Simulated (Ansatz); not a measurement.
# Leakage through LiCl between Li(100) and Li(100): one more thickness

The current through thinner LiCl barriers is known. What leaks through 5 layers at 0.25 V?

Set-up. Ansatz 0.2.0, plane waves with PAW datasets, PBE; a slab with two metal leads whose outer parts are reservoirs, with density and current solved under bias (Landauer, 300 K). The LiCl is strained to the lead's lattice, the interfaces are relaxed in a short slab (PBE+D3(BJ)), and bulk layers are laid on.

The runs, with one result withheld:

| layers of LiCl | cell length (Å) | drop between the leads' cuts at 0.25 V (V) | current density at 0.25 V (A/m²) |
| --- | --- | --- | --- |
| 1 | 62.00 | 0.198 | 3.42×10¹³ |
| 2 | 64.54 | 0.245 | 4.21×10¹² |
| 3 | 67.09 | 0.247 | 1.01×10¹² |
| 4 | 69.62 | 0.249 | 5.78×10¹⁰ |
| 5 | 72.17 | 0.249 | ? |

Worked fit:

Deep in a barrier the current should fall by a fixed factor for each layer; the steps shown give 8.1, 4.2 and 17 per layer, so that is only roughly so here. A straight line through ln J for 2, 3 and 4 layers has the slope −2.144 per layer, a factor of 8.5; with about 2.54 Å per layer that is β = 0.84 Å⁻¹. Then J = exp(33.597 − 2.144 × 5). Predicted: 8.60×10⁹ A/m².

**The withheld run.**

1.15×10¹⁰ A/m², so the prediction is 25 % too low. From 4 to 5 layers the current falls by 5.0 per layer, against the fitted 8.5. The steps are uneven, so one factor describes this series only roughly.

**Limits.** On every other k-point the currents of these runs, at any bias, move by up to 24 %. A semilocal functional makes the barrier's gap too small; each thickness has its own relaxed interfaces.
